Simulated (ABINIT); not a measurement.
# LiCdH3 (Pm-3m): zone-centre phonons, part 3 of 4

Aim: the zone-centre modes of LiCdH3 (Pm-3m).

ABINIT 10.8.3; DFT PBEsol, scalar-relativistic, plane waves, PseudoDojo norm-conserving pseudopotentials.

So far. Step 5 (Relaxing the cell and atoms): The volume changes by -1.0 % in this run and stands -36.6 % from the first cell. Step 7 (Linear response at Γ): The acoustic modes at Γ come out as far as 3.9 cm⁻¹ from zero, where they should vanish, a small numerical error. The lowest optical mode is imaginary, 299i cm⁻¹, an instability at this level and on this k mesh. The relaxed cell has a = 3.872 Å (conventional setting).

The structure was built from a prototype and need not be the compound's stable phase.

### Step 8. Modes with the sum rule

anaddb reads the merged derivatives and imposes the acoustic sum rule.

anaddb.abi

```
ddb_filepath "gamma_DDB"
output_file "anaddb.abo"
outdata_prefix "anaddb"
asr 1
chneut 1
enunit 2
eivec 1
nph1l 1
qph1l 0.0 0.0 0.0 1.0
```

mrgddb.in

```
gamma_DDB
merged
2
dfpt_gammao_DDB
gso_DDB
```

On the command line:

```bash
$ mrgddb < mrgddb.in > mrgddb.log
$ OMP_NUM_THREADS=1 anaddb anaddb.abi > anaddb.log
```

anaddb.abo, the main output file:

```text
-outvars_anaddb: echo values of input variables ----------------------

 Miscellaneous information :
      enunit         2
       eivec         1
         asr         1
 First list of wavevector (reduced coord.) :
       nph1l         1
       qph1l
                     0.00000000E+00  0.00000000E+00  0.00000000E+00    1.000E+00

================================================================================

 read the DDB information and perform some checks

  ==== Info on the Cryst% object ====
 Real(R)+Recip(G) space primitive vectors, cartesian coordinates (Bohr,Bohr^-1):
 R(1)=  7.3172874  0.0000000  0.0000000  G(1)=  0.1366627  0.0000000  0.0000000
 R(2)=  0.0000000  7.3172874  0.0000000  G(2)=  0.0000000  0.1366627  0.0000000
 R(3)=  0.0000000  0.0000000  7.3172874  G(3)=  0.0000000  0.0000000  0.1366627
 Unit cell volume ucvol=  3.9178729E+02 bohr^3
 Angles (23,13,12)=  9.00000000E+01  9.00000000E+01  9.00000000E+01 degrees
 Time-reversal symmetry is present
 Reduced atomic positions [iatom, xred, symbol]:
    1)    0.0000000  0.0000000  0.0000000  Li
    2)    0.5000000  0.5000000  0.5000000  Cd
    3)    0.5000000  0.5000000  0.0000000   H
    4)    0.5000000  0.0000000  0.5000000   H
    5)    0.0000000  0.5000000  0.5000000   H

 DDB file with 3 blocks has been read.

================================================================================

 Treat the first list of vectors

  Phonon wavevector (reduced coordinates) :  0.00000  0.00000  0.00000
 Phonon energies in Hartree :
  -1.364145E-03 -1.364145E-03 -1.364145E-03  0.000000E+00  0.000000E+00
   0.000000E+00  1.000782E-03  1.000782E-03  1.000782E-03  1.165806E-03
   1.165806E-03  1.165806E-03  6.127389E-03  6.127389E-03  6.127389E-03
 Phonon energies in meV     :
- -3.712029E+01 -3.712029E+01 -3.712029E+01  0.000000E+00  0.000000E+00
-  0.000000E+00  2.723267E+01  2.723267E+01  2.723267E+01  3.172320E+01
-  3.172320E+01  3.172320E+01  1.667347E+02  1.667347E+02  1.667347E+02
 Phonon frequencies in cm-1    :
- -2.993953E+02 -2.993953E+02 -2.993953E+02  0.000000E+00  0.000000E+00
-  0.000000E+00  2.196463E+02  2.196463E+02  2.196463E+02  2.558649E+02
-  2.558649E+02  2.558649E+02  1.344806E+03  1.344806E+03  1.344806E+03
 Phonon frequencies in Thz     :
- -8.975646E+00 -8.975646E+00 -8.975646E+00  0.000000E+00  0.000000E+00
-  0.000000E+00  6.584830E+00  6.584830E+00  6.584830E+00  7.670637E+00
-  7.670637E+00  7.670637E+00  4.031628E+01  4.031628E+01  4.031628E+01
 Phonon energies in Kelvin  :
- -4.307631E+02 -4.307631E+02 -4.307631E+02  0.000000E+00  0.000000E+00
-  0.000000E+00  3.160220E+02  3.160220E+02  3.160220E+02  3.681325E+02
-  3.681325E+02  3.681325E+02  1.934876E+03  1.934876E+03  1.934876E+03

 Eigendisplacements
 (will be given, for each mode : in cartesian coordinates
   for each atom the real part of the displacement vector,
   then the imaginary part of the displacement vector - absolute values smaller than 1.0d-7 are set to zero)
  Mode number    1   Energy   -1.364145E-03
 Attention : low frequency mode.
   (Could be unstable or acoustic mode)
-  1  0.00000000E+00  2.01321524E-07  6.31359321E-03
-     0.00000000E+00  0.00000000E+00  0.00000000E+00
-  2  0.00000000E+00  0.00000000E+00 -1.50571872E-04
-     0.00000000E+00  0.00000000E+00  0.00000000E+00
-  3  0.00000000E+00 -3.54782428E-07 -4.43222613E-03
-     0.00000000E+00  0.00000000E+00  0.00000000E+00
-  4  0.00000000E+00 -1.41330379E-07 -1.11262417E-02
-     0.00000000E+00  0.00000000E+00  0.00000000E+00
-  5  0.00000000E+00 -3.54782428E-07 -1.11262417E-02
-     0.00000000E+00  0.00000000E+00  0.00000000E+00
  Mode number    2   Energy   -1.364145E-03
 Attention : low frequency mode.
   (Could be unstable or acoustic mode)
-  1  1.27254832E-06 -6.31359308E-03  2.01310093E-07
-     0.00000000E+00  0.00000000E+00  0.00000000E+00
-  2  0.00000000E+00  1.50571869E-04  0.00000000E+00
-     0.00000000E+00  0.00000000E+00  0.00000000E+00
-  3 -2.24257086E-06  1.11262414E-02 -1.41322354E-07
-     0.00000000E+00  0.00000000E+00  0.00000000E+00
-  4 -2.24257086E-06  4.43222604E-03 -3.54762284E-07
-     0.00000000E+00  0.00000000E+00  0.00000000E+00
-  5 -8.93345792E-07  1.11262414E-02 -3.54762284E-07
-     0.00000000E+00  0.00000000E+00  0.00000000E+00
  Mode number    3   Energy   -1.364145E-03
 Attention : low frequency mode.
   (Could be unstable or acoustic mode)
-  1  6.31359308E-03  1.27254651E-06  0.00000000E+00
-     0.00000000E+00  0.00000000E+00  0.00000000E+00
-  2 -1.50571869E-04  0.00000000E+00  0.00000000E+00
-     0.00000000E+00  0.00000000E+00  0.00000000E+00
-  3 -1.11262414E-02 -2.24256767E-06  0.00000000E+00
-     0.00000000E+00  0.00000000E+00  0.00000000E+00
-  4 -1.11262414E-02 -8.93344522E-07  0.00000000E+00
-     0.00000000E+00  0.00000000E+00  0.00000000E+00
-  5 -4.43222605E-03 -2.24256767E-06  0.00000000E+00
-     0.00000000E+00  0.00000000E+00  0.00000000E+00
  Mode number    4   Energy    0.000000E+00
 Attention : low frequency mode.
   (Could be unstable or acoustic mode)
-  1  0.00000000E+00  0.00000000E+00 -2.11724442E-03
-     0.00000000E+00  0.00000000E+00  0.00000000E+00
-  2  0.00000000E+00  0.00000000E+00 -2.11725032E-03
-     0.00000000E+00  0.00000000E+00  0.00000000E+00
-  3  0.00000000E+00  0.00000000E+00 -2.11725066E-03
-     0.00000000E+00  0.00000000E+00  0.00000000E+00
-  4  0.00000000E+00  0.00000000E+00 -2.11725096E-03
-     0.00000000E+00  0.00000000E+00  0.00000000E+00
-  5  0.00000000E+00  0.00000000E+00 -2.11725096E-03
-     0.00000000E+00  0.00000000E+00  0.00000000E+00
  Mode number    5   Energy    0.000000E+00
 Attention : low frequency mode.
   (Could be unstable or acoustic mode)
-  1  2.19865270E-07  2.11724441E-03  0.00000000E+00
-     0.00000000E+00  0.00000000E+00  0.00000000E+00
-  2  2.19865883E-07  2.11725031E-03  0.00000000E+00
-     0.00000000E+00  0.00000000E+00  0.00000000E+00
-  3  2.19865950E-07  2.11725095E-03  0.00000000E+00
-     0.00000000E+00  0.00000000E+00  0.00000000E+00
-  4  2.19865950E-07  2.11725065E-03  0.00000000E+00
-     0.00000000E+00  0.00000000E+00  0.00000000E+00
-  5  2.19865919E-07  2.11725095E-03  0.00000000E+00
-     0.00000000E+00  0.00000000E+00  0.00000000E+00
  Mode number    6   Energy    0.000000E+00
 Attention : low frequency mode.
   (Could be unstable or acoustic mode)
-  1  2.11724441E-03 -2.19864621E-07  0.00000000E+00
-     0.00000000E+00  0.00000000E+00  0.00000000E+00
-  2  2.11725031E-03 -2.19865234E-07  0.00000000E+00
-     0.00000000E+00  0.00000000E+00  0.00000000E+00
-  3  2.11725095E-03 -2.19865301E-07  0.00000000E+00
-     0.00000000E+00  0.00000000E+00  0.00000000E+00
-  4  2.11725095E-03 -2.19865270E-07  0.00000000E+00
-     0.00000000E+00  0.00000000E+00  0.00000000E+00
-  5  2.11725065E-03 -2.19865301E-07  0.00000000E+00
-     0.00000000E+00  0.00000000E+00  0.00000000E+00
  Mode number    7   Energy    1.000782E-03
-  1  0.00000000E+00  2.12420764E-07 -5.88985808E-03
-     0.00000000E+00  0.00000000E+00  0.00000000E+00
-  2  0.00000000E+00  0.00000000E+00  5.99892973E-04
-     0.00000000E+00  0.00000000E+00  0.00000000E+00
-  3  0.00000000E+00  4.02428445E-07 -4.02747626E-03
-     0.00000000E+00  0.00000000E+00  0.00000000E+00
-  4  0.00000000E+00  1.45253005E-07 -1.11582615E-02
-     0.00000000E+00  0.00000000E+00  0.00000000E+00
-  5  0.00000000E+00  4.02428445E-07 -1.11582615E-02
-     0.00000000E+00  0.00000000E+00  0.00000000E+00
  Mode number    8   Energy    1.000782E-03
-  1  4.37459234E-07 -5.88985806E-03 -2.12417415E-07
-     0.00000000E+00  0.00000000E+00  0.00000000E+00
-  2  0.00000000E+00  5.99892972E-04  0.00000000E+00
-     0.00000000E+00  0.00000000E+00  0.00000000E+00
-  3  8.28760972E-07 -1.11582614E-02 -1.45250715E-07
-     0.00000000E+00  0.00000000E+00  0.00000000E+00
-  4  8.28760972E-07 -4.02747625E-03 -4.02422099E-07
-     0.00000000E+00  0.00000000E+00  0.00000000E+00
-  5  2.99133978E-07 -1.11582614E-02 -4.02422099E-07
-     0.00000000E+00  0.00000000E+00  0.00000000E+00
  Mode number    9   Energy    1.000782E-03
-  1  5.88985807E-03  4.37457607E-07  0.00000000E+00
-     0.00000000E+00  0.00000000E+00  0.00000000E+00
-  2 -5.99892972E-04  0.00000000E+00  0.00000000E+00
-     0.00000000E+00  0.00000000E+00  0.00000000E+00
-  3  1.11582614E-02  8.28757891E-07  0.00000000E+00
-     0.00000000E+00  0.00000000E+00  0.00000000E+00
-  4  1.11582614E-02  2.99132866E-07  0.00000000E+00
-     0.00000000E+00  0.00000000E+00  0.00000000E+00
-  5  4.02747625E-03  8.28757891E-07  0.00000000E+00
-     0.00000000E+00  0.00000000E+00  0.00000000E+00
  Mode number   10   Energy    1.165806E-03
-  1  0.00000000E+00  0.00000000E+00  0.00000000E+00
-     0.00000000E+00  0.00000000E+00  0.00000000E+00
-  2  0.00000000E+00  0.00000000E+00  0.00000000E+00
-     0.00000000E+00  0.00000000E+00  0.00000000E+00
-  3  0.00000000E+00 -1.39067864E-06  0.00000000E+00
-     0.00000000E+00  0.00000000E+00  0.00000000E+00
-  4  0.00000000E+00  0.00000000E+00 -1.64963404E-02
-     0.00000000E+00  0.00000000E+00  0.00000000E+00
-  5  0.00000000E+00  1.39067864E-06  1.64963404E-02
-     0.00000000E+00  0.00000000E+00  0.00000000E+00
  Mode number   11   Energy    1.165806E-03
-  1  0.00000000E+00  0.00000000E+00  0.00000000E+00
-     0.00000000E+00  0.00000000E+00  0.00000000E+00
-  2  0.00000000E+00  0.00000000E+00  0.00000000E+00
-     0.00000000E+00  0.00000000E+00  0.00000000E+00
-  3  1.04339335E-06 -1.64963404E-02  0.00000000E+00
-     0.00000000E+00  0.00000000E+00  0.00000000E+00
-  4 -1.04339335E-06  0.00000000E+00  1.39067878E-06
-     0.00000000E+00  0.00000000E+00  0.00000000E+00
-  5  0.00000000E+00  1.64963404E-02 -1.39067878E-06
-     0.00000000E+00  0.00000000E+00  0.00000000E+00
  Mode number   12   Energy    1.165806E-03
-  1  0.00000000E+00  0.00000000E+00  0.00000000E+00
-     0.00000000E+00  0.00000000E+00  0.00000000E+00
-  2  0.00000000E+00  0.00000000E+00  0.00000000E+00
-     0.00000000E+00  0.00000000E+00  0.00000000E+00
-  3  1.64963404E-02  1.04339354E-06  0.00000000E+00
-     0.00000000E+00  0.00000000E+00  0.00000000E+00
-  4 -1.64963404E-02  0.00000000E+00  0.00000000E+00
-     0.00000000E+00  0.00000000E+00  0.00000000E+00
-  5  0.00000000E+00 -1.04339354E-06  0.00000000E+00
-     0.00000000E+00  0.00000000E+00  0.00000000E+00
  Mode number   13   Energy    6.127389E-03
-  1  0.00000000E+00  0.00000000E+00  9.83287715E-06
-     0.00000000E+00  0.00000000E+00  0.00000000E+00
-  2  0.00000000E+00  0.00000000E+00  1.21795677E-04
-     0.00000000E+00  0.00000000E+00  0.00000000E+00
-  3  0.00000000E+00  0.00000000E+00 -2.24479521E-02
-     0.00000000E+00  0.00000000E+00  0.00000000E+00
-  4  0.00000000E+00  0.00000000E+00  4.39845929E-03
-     0.00000000E+00  0.00000000E+00  0.00000000E+00
-  5  0.00000000E+00  0.00000000E+00  4.39845929E-03
-     0.00000000E+00  0.00000000E+00  0.00000000E+00
  Mode number   14   Energy    6.127389E-03
-  1  0.00000000E+00 -9.83287715E-06  0.00000000E+00
-     0.00000000E+00  0.00000000E+00  0.00000000E+00
-  2  0.00000000E+00 -1.21795677E-04  0.00000000E+00
-     0.00000000E+00  0.00000000E+00  0.00000000E+00
-  3  1.21445824E-07 -4.39845929E-03  0.00000000E+00
-     0.00000000E+00  0.00000000E+00  0.00000000E+00
-  4  1.21445824E-07  2.24479521E-02  0.00000000E+00
-     0.00000000E+00  0.00000000E+00  0.00000000E+00
-  5 -6.19810223E-07 -4.39845929E-03  0.00000000E+00
-     0.00000000E+00  0.00000000E+00  0.00000000E+00
  Mode number   15   Energy    6.127389E-03
-  1  9.83287715E-06  0.00000000E+00  0.00000000E+00
-     0.00000000E+00  0.00000000E+00  0.00000000E+00
-  2  1.21795677E-04  0.00000000E+00  0.00000000E+00
-     0.00000000E+00  0.00000000E+00  0.00000000E+00
-  3  4.39845929E-03  1.21445824E-07  0.00000000E+00
-     0.00000000E+00  0.00000000E+00  0.00000000E+00
-  4  4.39845929E-03 -6.19810223E-07  0.00000000E+00
-     0.00000000E+00  0.00000000E+00  0.00000000E+00
-  5 -2.24479521E-02  1.21445824E-07  0.00000000E+00
-     0.00000000E+00  0.00000000E+00  0.00000000E+00

 Analysis of degeneracies and characters (maximum tolerance=1.00E-06 a.u.)
 For each vibration mode, or group of modes if degenerate,
 the characters are given for each symmetry operation (see the list in the log file).
 Symmetry characters of vibration mode #   1
       degenerate with vibration modes #   2 to    3
  3.0 -3.0 -1.0  1.0 -1.0  1.0 -1.0  1.0  1.0 -1.0 -1.0  1.0  1.0 -1.0 -1.0  1.0
 -0.0  0.0 -0.0  0.0  0.0 -0.0  0.0 -0.0  1.0 -1.0 -1.0  1.0 -1.0  1.0  1.0 -1.0
 -0.0  0.0  0.0 -0.0  0.0 -0.0 -0.0  0.0  1.0 -1.0  1.0 -1.0 -1.0  1.0 -1.0  1.0
 Symmetry characters of vibration mode #   4
       degenerate with vibration modes #   5 to    6
  3.0 -3.0 -1.0  1.0 -1.0  1.0 -1.0  1.0  1.0 -1.0 -1.0  1.0  1.0 -1.0 -1.0  1.0
  0.0 -0.0  0.0 -0.0 -0.0  0.0 -0.0  0.0  1.0 -1.0 -1.0  1.0 -1.0  1.0  1.0 -1.0
  0.0 -0.0 -0.0  0.0 -0.0  0.0  0.0 -0.0  1.0 -1.0  1.0 -1.0 -1.0  1.0 -1.0  1.0
 Symmetry characters of vibration mode #   7
       degenerate with vibration modes #   8 to    9
  3.0 -3.0 -1.0  1.0 -1.0  1.0 -1.0  1.0  1.0 -1.0 -1.0  1.0  1.0 -1.0 -1.0  1.0
  0.0 -0.0  0.0 -0.0 -0.0  0.0 -0.0  0.0  1.0 -1.0 -1.0  1.0 -1.0  1.0  1.0 -1.0
  0.0 -0.0 -0.0  0.0 -0.0  0.0  0.0 -0.0  1.0 -1.0  1.0 -1.0 -1.0  1.0 -1.0  1.0
 Symmetry characters of vibration mode #  10
       degenerate with vibration modes #  11 to   12
  3.0 -3.0 -1.0  1.0 -1.0  1.0 -1.0  1.0 -1.0  1.0  1.0 -1.0 -1.0  1.0  1.0 -1.0
 -0.0  0.0 -0.0  0.0  0.0 -0.0  0.0 -0.0 -1.0  1.0  1.0 -1.0  1.0 -1.0 -1.0  1.0
 -0.0  0.0  0.0 -0.0  0.0 -0.0 -0.0  0.0 -1.0  1.0 -1.0  1.0  1.0 -1.0  1.0 -1.0
 Symmetry characters of vibration mode #  13
       degenerate with vibration modes #  14 to   15
  3.0 -3.0 -1.0  1.0 -1.0  1.0 -1.0  1.0  1.0 -1.0 -1.0  1.0  1.0 -1.0 -1.0  1.0
  0.0 -0.0  0.0 -0.0 -0.0  0.0 -0.0  0.0  1.0 -1.0 -1.0  1.0 -1.0  1.0  1.0 -1.0
  0.0 -0.0 -0.0  0.0 -0.0  0.0  0.0 -0.0  1.0 -1.0  1.0 -1.0 -1.0  1.0 -1.0  1.0
-
```

Wall time 0.57 s (1 thread of Arm Neoverse V2, shared host).

This step gave:

```
lowest optical zone-centre mode : -299.4 cm⁻¹
```

No LO-TO term; unit eigenvectors of the mass-weighted matrix, from anaddb's displacements. The modes at Γ (shares of kinetic energy by element, %) (negative means imaginary):

| mode | frequency (cm⁻¹) | symmetry | Li % | Cd % | H % |
| --- | --- | --- | --- | --- | --- |
| 1 | -299.4 | T1u | 50 | 0 | 49 |
| 2 | -299.4 | T1u | 50 | 0 | 49 |
| 3 | -299.4 | T1u | 50 | 0 | 49 |
| 4 | 0.0 | acoustic | 6 | 92 | 2 |
| 5 | 0.0 | acoustic | 6 | 92 | 2 |
| 6 | 0.0 | acoustic | 6 | 92 | 2 |
| 7 | 219.6 | T1u | 44 | 7 | 49 |
| 8 | 219.6 | T1u | 44 | 7 | 49 |
| 9 | 219.6 | T1u | 44 | 7 | 49 |
| 10 | 255.9 | T2u | 0 | 0 | 100 |
| 11 | 255.9 | T2u | 0 | 0 | 100 |
| 12 | 255.9 | T2u | 0 | 0 | 100 |
| 13 | 1344.8 | T1u | 0 | 0 | 100 |
| 14 | 1344.8 | T1u | 0 | 0 | 100 |
| 15 | 1344.8 | T1u | 0 | 0 | 100 |

Displacements in mode 1 (-299.4 cm⁻¹), the largest set to 1:
```
Li1  0.00  0.00  0.57
Cd2  0.00  0.00 -0.01
H3   0.00  0.00 -0.40
H4   0.00  0.00 -1.00
H5   0.00  0.00 -1.00
```

Displacements in mode 13 (1344.8 cm⁻¹), the largest set to 1:
```
Li1  0.00  0.00  0.00
Cd2  0.00  0.00  0.01
H3   0.00  0.00 -1.00
H4   0.00  0.00  0.20
H5   0.00  0.00  0.20
```

The rule moves no optical mode by more than 0.1 cm⁻¹.

[end of part 3 of 4]

[Host names and launcher messages were left out of these logs when they were recorded.]

[Logs are printed without paths, hosts, clocks, repeated set-up lines and the standing remarks that a program may print on its own settings, such as how far it seeks lower states.]

[Hosts, paths, dates, database ids (printed as entryN), source tags and the programs' standing remarks are cut or masked in the printed files.]
